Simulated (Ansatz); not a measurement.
# Lattice dynamics of LuAlH6 (built on the sites of a database entry of LaAlH6)

Aim: the vibrations of LuAlH6 (built on the sites of a database entry of LaAlH6), their spectra, and whether the structure is stable.

Method: DFT LDA, scalar-relativistic, plane waves, PAW, in Ansatz 0.2.0.

This is a report of a sequence of runs, with most program output left out.

The structure was built from a prototype and need not be the compound's stable phase.

### 1. The structure

The structure is trigonal, space group R-3m (No. 166). The conventional cell has a = 6.108 Å, b = 6.108 Å, c = 5.897 Å, α = 90.00°, β = 90.00°, γ = 120.00°. Lu has 12 H at 2.29 Å nearest. Nearest to Al lie 6 H at 1.61 Å. H has 1 Al at 1.61 Å and 5 H at 2.14 to 2.29 Å and 2 Lu at 2.29 Å nearest. Farther neighbours are not listed.

### 2. Rough relaxation

A rough relaxation comes first, because large forces or stress need no tight tolerances yet.

The input, input.yaml:

```yaml
crystal:
  lattice:
    - [3.05393, 1.76319, 1.96577]
    - [-3.05393, 1.76319, 1.96577]
    - [0.0, -3.52637, 1.96577]
  atoms:
    - { symbol: Lu, position: [0.5, 0.5, 0.5] }
    - { symbol: Al, position: [0.0, 0.0, 0.0] }
    - { symbol: H, position: [0.93995012, 0.29182287, 0.29182287] }
    - { symbol: H, position: [0.29182287, 0.93995012, 0.29182287] }
    - { symbol: H, position: [0.29182287, 0.29182287, 0.93995012] }
    - { symbol: H, position: [0.06004988, 0.70817713, 0.70817713] }
    - { symbol: H, position: [0.70817713, 0.06004988, 0.70817713] }
    - { symbol: H, position: [0.70817713, 0.70817713, 0.06004988] }
kpoints:
  mp_grid: { grid: [6, 6, 6] }
hamiltonian:
  xc: lda
scf:
  occupations: { method: gaussian, width: 0.1 }
output:
  forces: true
  stress: true
  eigenvalues: true
relax:
  adjacent_minimum: "off"
  f_tol: 0.05
  max_steps: 80
  cell: { stress_tol: 0.5 }
```

Run with:

```bash
ansatz run input.yaml --threads 4 --pin off --max-ram 14336MiB --backend cpu --events-out ev --progress --plain --runs-dir out
```

Run time: 3.2 s. Hardware: 4 threads of Intel Xeon 6975P-C (Granite Rapids), shared host; peak memory 0.46 GiB.

The steps of the relaxation:

```csv
step,energy less that of the first step (eV),largest force component (eV/Å),pressure (GPa),volume (Å³)
1,0.0000,1.0555,1.21,63.51
2,-0.3588,0.1125,7.84,56.39
3,-0.4549,0.1480,2.25,59.47
4,-0.4646,0.0417,-0.34,60.65
5,-0.4669,0.0036,0.01,60.57
6*,-0.4635,0.0035,-0.04,60.57
```

Relaxation steps marked * repeat the geometry before them on a plane-wave basis chosen anew for their cell, so energy and pressure can jump there.

Forces are held to the 12 operations that the run works with; a distortion that breaks them can't arise in this run.

```csv
"conventional cell, symmetrised",before,after,change
a (Å),6.108,6.019,-1.5 %
b (Å),6.108,6.019,-1.5 %
c (Å),5.897,5.793,-1.8 %
volume (Å³/atom),7.94,7.57,-4.6 %
```

The atoms that moved most (Å, as changes of fractional coordinates times the final cell):

```csv
atom,dx,dy,dz,length
H4,0.070,-0.041,0.091,0.122
H3,-0.070,-0.041,0.091,0.122
H5,0.000,0.081,0.091,0.122
H8,0.000,-0.081,-0.091,0.122
H6,0.070,0.041,-0.091,0.122
H7,-0.070,0.041,-0.091,0.122
```

This step gave:

```yaml
pressure: -0.03763 GPa
gap_on_the_k_mesh: 1.632 eV
volume_per_atom: 7.571 Å³
direct_gap_on_mesh: 2.566 eV
```

In this step the volume went from 7.94 to 7.57 Å³/atom.

### 3. Relaxation

Harmonic phonons are second derivatives at a point where the forces vanish, and they are wanted at zero stress, so atoms and cell are relaxed first.

The input, input.yaml:

```yaml
crystal:
  lattice:
    - [3.0092645098, 1.7374013119, 1.9308736736]
    - [-3.0092645098, 1.7374013119, 1.9308736736]
    - [0.0, -3.4747977125, 1.9308780927]
  atoms:
    - { symbol: Lu, position: [0.5, 0.5, 0.5] }
    - { symbol: Al, position: [0.0, 0.0, 0.0] }
    - { symbol: H, position: [0.9401698367, 0.3153816913, 0.3153816913] }
    - { symbol: H, position: [0.3153816913, 0.9401698367, 0.3153816913] }
    - { symbol: H, position: [0.3153816913, 0.3153816913, 0.9401698367] }
    - { symbol: H, position: [0.0598301633, 0.6846183087, 0.6846183087] }
    - { symbol: H, position: [0.6846183087, 0.0598301633, 0.6846183087] }
    - { symbol: H, position: [0.6846183087, 0.6846183087, 0.0598301633] }
kpoints:
  mp_grid: { grid: [6, 6, 6] }
hamiltonian:
  xc: lda
scf:
  occupations: { method: gaussian, width: 0.02 }
output:
  forces: true
  stress: true
  eigenvalues: true
relax:
  adjacent_minimum: "off"
  f_tol: 0.005
  max_steps: 80
  cell: { stress_tol: 0.05 }
```

Wall time 2.1 s (4 threads); peak memory 0.46 GiB; 6.8 s of CPU time.

Little changed from the start: no atom moved by 0.005 Å and no cell edge by 0.1 %.

Numbers from this step:

```yaml
pressure: -0.002484 GPa
gap_on_the_k_mesh: 1.637 eV
volume_per_atom: 7.567 Å³
direct_gap_on_mesh: 2.565 eV
```

In this step the volume went from 7.57 to 7.57 Å³/atom.

### 4. Tight relaxation, k-mesh 6×6×6

Phonons need a cell at rest on their own settings, so the relaxation is repeated with tight tolerances on forces and stress on the k mesh and occupations of the first response run.

The input, input.yaml:

```yaml
crystal:
  lattice:
    - [3.0081363855, 1.7367499893, 1.9311747207]
    - [-3.0081363855, 1.7367499893, 1.9311747207]
    - [0.0, -3.4734950665, 1.9311791382]
  atoms:
    - { symbol: Lu, position: [0.5, 0.5, 0.5] }
    - { symbol: Al, position: [0.0, 0.0, 0.0] }
    - { symbol: H, position: [0.9403463437, 0.3154872956, 0.3154872956] }
    - { symbol: H, position: [0.3154872956, 0.9403463437, 0.3154872956] }
    - { symbol: H, position: [0.3154872956, 0.3154872956, 0.9403463437] }
    - { symbol: H, position: [0.0596536563, 0.6845127044, 0.6845127044] }
    - { symbol: H, position: [0.6845127044, 0.0596536563, 0.6845127044] }
    - { symbol: H, position: [0.6845127044, 0.6845127044, 0.0596536563] }
kpoints:
  mp_grid: { grid: [6, 6, 6] }
hamiltonian:
  xc: lda
scf:
  occupations: { method: fixed }
output:
  forces: true
  stress: true
  eigenvalues: true
relax:
  adjacent_minimum: "off"
  f_tol: 0.001
  max_steps: 60
  cell: { stress_tol: 0.01 }
```

Wall time 1.2 s (4 threads); peak memory 0.44 GiB; 3.8 s of CPU time.

Little changed from the start: no atom moved by 0.005 Å and no cell edge by 0.1 %.

This step gave:

```
pressure : -0.002482 GPa
```

The largest force component left is 0.32 meV/Å and the pressure is -0.002 GPa, within the tolerances set. The cell now holds 7.57 Å³/atom.

### 5. A first phonon run

The phonons are first tried on the mesh that the gap suggested.

input.yaml, as its differences from that of step 4:

```diff
@@ -21,9 +21,6 @@
 output:
-  forces: true
-  stress: true
   eigenvalues: true
-relax:
-  adjacent_minimum: "off"
-  f_tol: 0.001
-  max_steps: 60
-  cell: { stress_tol: 0.01 }
+phonons:
+  method: dfpt
+  dielectric: true
+  rigid_motions: translations
```

Run time: 28 s. Hardware: 4 threads; peak memory 0.96 GiB.

Numbers from this step:

- sum-rule residual before enforcement: 2.04e-4 eV/Å²
- miss of the charge sum rule: 0.003277 e
- estimated error of the dielectric tensor: 0.03067
- estimated error of the Born charges: 0.04002 e
- point group: -3m
- highest optical mode at the zone centre (no LO-TO term): 1726 cm⁻¹
- lowest optical zone-centre mode: -298.1 cm⁻¹
- mean high-frequency dielectric constant: 8.417
- largest Born charge (third of the trace): 4.189 e
- top of the zone-centre spectrum with the field: 1726 cm⁻¹

The highest optical mode at Γ without the field comes at 1725.9 cm⁻¹, but the log warns of the mesh: “the force constants stand on the 6×6×6 k-mesh, whose period is 10.67 times the interband length at k = (0.0000, -0.5000, -0.5000), direct gap 2.716 eV, under 14: take them and everything formed from them as unconverged”.

### 6. Tight relaxation, k-mesh 9×9×9

The k mesh is raised to 9×9×9 since a zone-centre run on the first mesh warned that it was too coarse for the force constants, and the cell is relaxed again on it.

input.yaml, as its differences from that of step 5:

```diff
@@ -15,3 +15,3 @@
 kpoints:
-  mp_grid: { grid: [6, 6, 6] }
+  mp_grid: { grid: [9, 9, 9] }
 hamiltonian:
@@ -21,6 +21,9 @@
 output:
+  forces: true
+  stress: true
   eigenvalues: true
-phonons:
-  method: dfpt
-  dielectric: true
-  rigid_motions: translations
+relax:
+  adjacent_minimum: "off"
+  f_tol: 0.001
+  max_steps: 60
+  cell: { stress_tol: 0.01 }
```

Elapsed: 6.7 s, on 4 threads; peak memory 0.52 GiB.

Little changed from the start: no atom moved by 0.005 Å and no cell edge by 0.1 %.

This step gave:

```
pressure           : 0.001538 GPa
gap on the k-mesh  : 1.675 eV
volume per atom    : 7.565 Å³
direct gap on mesh : 2.531 eV
```

The largest force component left is 0.37 meV/Å and the pressure is 0.002 GPa, within the tolerances set. The cell now holds 7.56 Å³/atom.

### 7. Modes at Γ

The zone centre comes first: it holds the modes that light can see, as far as symmetry allows. The response to a homogeneous field gives the Born charges and the dielectric tensor.

The input, input.yaml:

```yaml
crystal:
  lattice:
    - [3.00800554, 1.7366744453, 1.9308137807]
    - [-3.00800554, 1.7366744453, 1.9308137807]
    - [0.0, -3.4733439794, 1.9308181981]
  atoms:
    - { symbol: Lu, position: [0.5, 0.5, 0.5] }
    - { symbol: Al, position: [0.0, 0.0, 0.0] }
    - { symbol: H, position: [0.9403584881, 0.3155379827, 0.3155379827] }
    - { symbol: H, position: [0.3155379827, 0.9403584881, 0.3155379827] }
    - { symbol: H, position: [0.3155379827, 0.3155379827, 0.9403584881] }
    - { symbol: H, position: [0.0596415119, 0.6844620173, 0.6844620173] }
    - { symbol: H, position: [0.6844620173, 0.0596415119, 0.6844620173] }
    - { symbol: H, position: [0.6844620173, 0.6844620173, 0.0596415119] }
kpoints:
  mp_grid: { grid: [9, 9, 9] }
hamiltonian:
  xc: lda
scf:
  occupations: { method: fixed }
output:
  eigenvalues: true
phonons:
  method: dfpt
  dielectric: true
  rigid_motions: translations
```

Run time: 75 s. Hardware: 4 threads; peak memory 2.2 GiB.

This step gave:

* sum-rule residual before enforcement: 2.80e-4 eV/Å²
* miss of the charge sum rule: 0.004125 e
* estimated error of the dielectric tensor: 0.02434
* estimated error of the Born charges: 0.02943 e
* highest optical mode at the zone centre (no LO-TO term): 1725 cm⁻¹
* lowest optical zone-centre mode: -295.4 cm⁻¹
* mean high-frequency dielectric constant: 8.423
* largest Born charge (third of the trace): 4.195 e
* top of the zone-centre spectrum with the field: 1725 cm⁻¹

Without the LO-TO term. Patterns of degenerate modes are one choice out of their space. The modes at Γ (shares of kinetic energy by element, %) (negative means imaginary):

```csv
mode,frequency (cm⁻¹),symmetry,Lu %,Al %,H %
1,-295.4,A2g,0,0,100
2,0.0,acoustic,84,13,3
3,0.0,acoustic,84,13,3
4,0.0,acoustic,84,13,3
5,163.0,Eu,16,75,9
6,163.0,Eu,16,75,9
7,277.9,A2u,16,67,17
8,592.4,Eu,0,9,91
9,592.4,Eu,0,9,91
10,777.5,A1u,0,0,100
11,782.8,A2u,0,18,82
12,812.8,Eg,0,0,100
13,812.8,Eg,0,0,100
14,874.6,Eu,0,0,100
15,874.6,Eu,0,0,100
16,1000.6,Eg,0,0,100
17,1000.6,Eg,0,0,100
18,1132.7,A1g,0,0,100
19,1455.6,Eu,0,3,97
20,1455.6,Eu,0,3,97
21,1578.8,A2u,0,2,98
22,1596.2,Eg,0,0,100
23,1596.2,Eg,0,0,100
24,1725.4,A1g,0,0,100
```

Displacements in mode 1 (-295.4 cm⁻¹), the largest set to 1:
```
Lu1  0.00  0.00  0.00
Al2  0.00  0.00  0.00
H3  -0.50  0.87  0.00
H4  -0.50 -0.87  0.00
H5   1.00  0.00  0.00
H6   0.50 -0.87  0.00
H7   0.50  0.87  0.00
H8  -1.00  0.00  0.00
```

Displacements in mode 8 (592.4 cm⁻¹), the largest set to 1:
```
Lu1  0.00 -0.01  0.00
Al2 -0.01 -0.14  0.00
H3  -0.24  0.96  0.23
H4   0.33  1.00  0.18
H5   0.08  0.48 -0.40
H6  -0.24  0.96  0.23
H7   0.33  1.00  0.18
H8   0.08  0.48 -0.40
```

Optical modes at the zone centre, without and with the macroscopic field of the longitudinal modes; each column is sorted by frequency, so a row need not hold one and the same mode. Modes with and without the field, by row:

```csv
rank among optical modes,no field (cm⁻¹),"q along (1, 0, 0) (cm⁻¹)","q along (0, 0, 1) (cm⁻¹)"
1,-295.4,-295.4,-295.4
2,163,163,163
3,163,196.1,163
4,277.9,277.9,323.5
5,592.4,592.4,592.4
6,592.4,772.3,592.4
7,777.5,777.5,777.5
8,782.8,782.8,812.8
9,812.8,812.8,812.8
10,812.8,812.8,874.6
11,874.6,874.6,874.6
12,874.6,956.5,1001
13,1001,1001,1001
14,1001,1001,1133
15,1133,1133,1142
16,1456,1456,1456
17,1456,1579,1456
18,1579,1596,1596
19,1596,1596,1596
20,1596,1600,1598
21,1725,1725,1725
```

Born charge (rows field, columns displacement) (e), principal values of the symmetric part by kind of site:

```csv
atom,atoms with these values,low,middle,high,mean
Lu1,1,3.88,4.35,4.35,4.20
Al2,1,2.20,2.20,2.73,2.38
H3,6,-1.65,-1.03,-0.61,-1.10
```

In full for Al2:

```
2.20 0.00 0.00
0.00 2.20 0.00
0.00 0.00 2.73
```

High-frequency dielectric tensor:

```
8.53 0.00 0.00
0.00 8.53 0.00
0.00 0.00 8.21
```

Transverse modes; imaginary modes are left out. Lines of the infrared spectrum (strongest = 100):

```csv
position (cm⁻¹),label,relative intensity
163,Eu,7.6
278,A2u,7.7
592,Eu,100
778,A1u,0.0
783,A2u,81
813,Eg,0.0
875,Eu,20
1001,Eg,0.0
1133,A1g,0.0
1456,Eu,83
1579,A2u,4.5
1596,Eg,0.0
1725,A1g,0.0
```

Before it was imposed, the acoustic sum rule was missed by 2.8e-4 eV/Å² and the charge sum rule by 0.0041 e. Small misses are needed for a sound result but don't prove that mesh and cutoff are converged. Against the first mesh the highest mode moved by -0.5 cm⁻¹. The lowest optical mode is imaginary, 295.4i cm⁻¹, so the energy falls along it.

The log warns of the k mesh: “the force constants stand on the 9×9×9 k-mesh, whose period is 13.66 times the interband length at k = (0.0000, 0.4444, -0.4444), direct gap 2.531 eV, under 14: take them and everything formed from them as unconverged”.

### 8. Phonons on a q mesh

Stability and thermal properties need the whole zone. Linear response on a 3×3×3 q mesh gives force constants as far as a supercell of that size would, and the tensors from the zone-centre run are typed in so that the long-range dipole term is interpolated apart.

input.yaml, the sections that differ from step 7:

```yaml
phonons:
  method: dfpt
  qmesh: [3, 3, 3]
  temperatures: { t_max: 1000, t_step: 50 }
  qpath:
    path:
      - [[0.0, 0.0, 0.0], [0.5, 0.0, 0.0], [0.5, -0.5, 0.5], [0.37267946, -0.62732054, 0.37267946]]
      - [[0.37267946, 0.37267946, 0.37267946], [0.0, 0.0, 0.0], [0.5, -0.5, 0.0]]
    npoints: 10
  non_analytic_term:
    high_frequency_dielectric_tensor: [[8.5304, 0.0, 0.0], [0.0, 8.5304, 0.0], [0.0, 0.0, 8.2068]]
    born_effective_charges:
      - { species: Lu, tensor: [[4.353, 0.0, 0.0], [0.0, 4.353, 0.0], [0.0, 0.0, 3.8795]] }
      - { species: Al, tensor: [[2.2032, 0.0, 0.0], [0.0, 2.2032, 0.0], [0.0, 0.0, 2.7314]] }
      - { species: H, tensor: [[-1.3364, -0.4221, -0.1504], [-0.4221, -0.849, -0.0868], [-0.1853, -0.107, -1.1018]] }
      - { species: H, tensor: [[-1.3364, 0.4221, 0.1504], [0.4221, -0.849, -0.0868], [0.1853, -0.107, -1.1018]] }
      - { species: H, tensor: [[-0.6053, 0.0, 0.0], [0.0, -1.5801, 0.1737], [0.0, 0.214, -1.1018]] }
      - { species: H, tensor: [[-1.3364, -0.4221, -0.1504], [-0.4221, -0.849, -0.0868], [-0.1853, -0.107, -1.1018]] }
      - { species: H, tensor: [[-1.3364, 0.4221, 0.1504], [0.4221, -0.849, -0.0868], [0.1853, -0.107, -1.1018]] }
      - { species: H, tensor: [[-0.6053, 0.0, 0.0], [0.0, -1.5801, 0.1737], [0.0, 0.214, -1.1018]] }
    source: "zone-centre run at this cell"
# crystal, kpoints, hamiltonian, scf, output: as in step 7
```

Wall time 8.7 min (4 threads); peak memory 2.6 GiB; 34 min of CPU time.

This step gave:

```yaml
sum_rule_residual_before_enforcement: 3.03e-5 eV/Å²
lowest_frequency_on_the_path: -295.4 cm⁻¹
highest_frequency_on_the_path_or_at_a_solved_wavevector: 1725 cm⁻¹
lowest_mode_on_the_q_mesh_acoustic_modes_at_gamma_apart: -295.4 cm⁻¹
```

Frequencies (cm⁻¹) solved at each irreducible wavevector; negative means imaginary. Frequencies by wavevector, by row:

```csv
q in reciprocal lattice units,star,mode 1,mode 2,mode 3,mode 4,mode 22,mode 23,mode 24
0 0 0,1,-295.4,0,0,0,1596,1596,1725
0 0 0.3333,6,59.5,73,118.9,185.5,1609,1670,1708
0 0.3333 0.3333,6,77.4,82,122,215.2,1586,1666,1710
0 0.3333 -0.3333,6,73.2,75,96.5,175.7,1611,1657,1711
0.3333 0.3333 0.3333,2,91.2,96.6,96.6,231.6,1589,1676,1697
0.3333 0.3333 -0.3333,6,94.4,97.9,118.8,221.9,1595,1639,1718
```

Interpolated from a 3×3×3 q mesh, with the LO-TO term (at Γ the limit along the path; where Γ stands inside the path, tables give the limit on arrival). Phonon branches along the path, in cm⁻¹:

```csv
point,branch 1,branch 2,branch 3,branch 4,branch 21,branch 22,branch 23,branch 24
Γ,-295,0,0,0,1596,1596,1598,1725
halfway,29,63,85,99,1556,1605,1656,1715
L,65,80,134,210,1568,1612,1686,1696
halfway,90,92,130,218,1568,1595,1643,1717
T,113,113,130,238,1548,1548,1649,1721
halfway,110,110,117,233,1562,1562,1655,1716
P0,95,103,103,229,1580,1580,1670,1703
jump to P2,95,103,103,229,1580,1580,1670,1703
halfway,67,67,114,127,1608,1608,1648,1710
Γ,-295,0,0,0,1596,1596,1598,1725
halfway,54,69,93,167,1574,1624,1655,1714
F,76,93,94,182,1573,1584,1652,1709
```

The phonon density of states has structure finer than the step of the table below, so its rows give means over 50 cm⁻¹, whole bins alone (the curve runs from -290 to 1730 cm⁻¹). Peaks (cm⁻¹: height): 90.0: 0.0560, 330.0: 0.0325, 890.0: 0.0343, 990.0: 0.0358, 1450.0: 0.0302, 1590.0: 0.0404, 1710.0: 0.0457.

Tetrahedra on a 18×18×18 mesh, mean over bins of 20 cm-1. Interpolated from a 3×3×3 q mesh. Phonon density of states against wavenumber; means over each step:

```csv
wavenumber (cm⁻¹),phonon density of states (1/cm⁻¹/cell)
-250,2.0e-4
-200,2.6e-4
-150,2.4e-4
-100,2.3e-4
-50,2.5e-4
0,7.1e-4
50,0.0170
100,0.0375
150,0.00796
200,0.0200
250,0.0187
300,0.00809
350,0.0155
400,0.00399
450,0.00439
500,0.00448
550,0.0104
600,0.0202
650,0.0162
700,0.0147
750,0.0127
800,0.0142
850,0.0219
900,0.0297
950,0.0231
1000,0.0288
1050,0.0107
1100,0.0124
1150,0.00551
1200,3.9e-5
1250,0
1300,0
1350,0
1400,0.00227
1450,0.0236
1500,0.0137
1550,0.0133
1600,0.0265
1650,0.0167
1700,0.0209
```

The partial phonon density of states has structure finer than the step of the table below, so its rows give means over 100 cm⁻¹, whole bins alone (the curve runs from -305 to 1787 cm⁻¹). Peaks (cm⁻¹: height): Al 234.2: 0.0244, 339.4: 0.0175; H 602.7: 0.0209, 892.2: 0.0324, 984.3: 0.0315, 1471.3: 0.0270, 1589.7: 0.0345, 1655.5: 0.0197, 1708.2: 0.0253; Lu 89.4: 0.0445.

Phonopy on the run's constants, 15x15x15 mesh, Gaussian sigma 14.9 cm-1. Interpolated from a 3×3×3 q mesh. The partial phonon density of states by wavenumber; means over each step; values in 1/cm⁻¹/cell:

```csv
wavenumber (cm⁻¹),Al,H,Lu
-200,7.0e-6,2.6e-4,0
-100,1.6e-5,2.3e-4,2.6e-6
0,1.3e-4,5.4e-5,0.00196
100,0.00117,4.6e-4,0.0265
200,0.0151,0.00156,8.8e-4
300,0.00945,0.00235,5.4e-4
400,0.00188,0.00372,9.1e-5
500,5.4e-5,0.00522,1.1e-5
600,3.9e-4,0.0173,2.1e-5
700,1.7e-4,0.0143,1.0e-5
800,2.7e-4,0.0149,8.7e-6
900,3.0e-4,0.0257,1.0e-5
1000,2.0e-4,0.0240,4.1e-6
1100,1.7e-4,0.00998,0
1200,1.1e-5,5.7e-4,0
1300,0,0,0
1400,3.7e-5,0.00625,0
1500,1.9e-4,0.0147,0
1600,3.3e-4,0.0217,0
1700,1.4e-4,0.0165,0
```

Symmetry leaves 6 wavevectors to solve. The lowest mode among them, the acoustic zeros apart, lies at Γ and is imaginary, 295.4i cm⁻¹, so the energy falls along it.

(Continued in part 2 of 2.)

[Logs are printed without paths, hosts, clocks, repeated set-up lines and the standing remarks that a program may print on its own settings, such as how far it seeks lower states.]

[Hosts, paths, dates, database ids (printed as entryN), source tags and the programs' standing remarks are cut or masked in the printed files.]
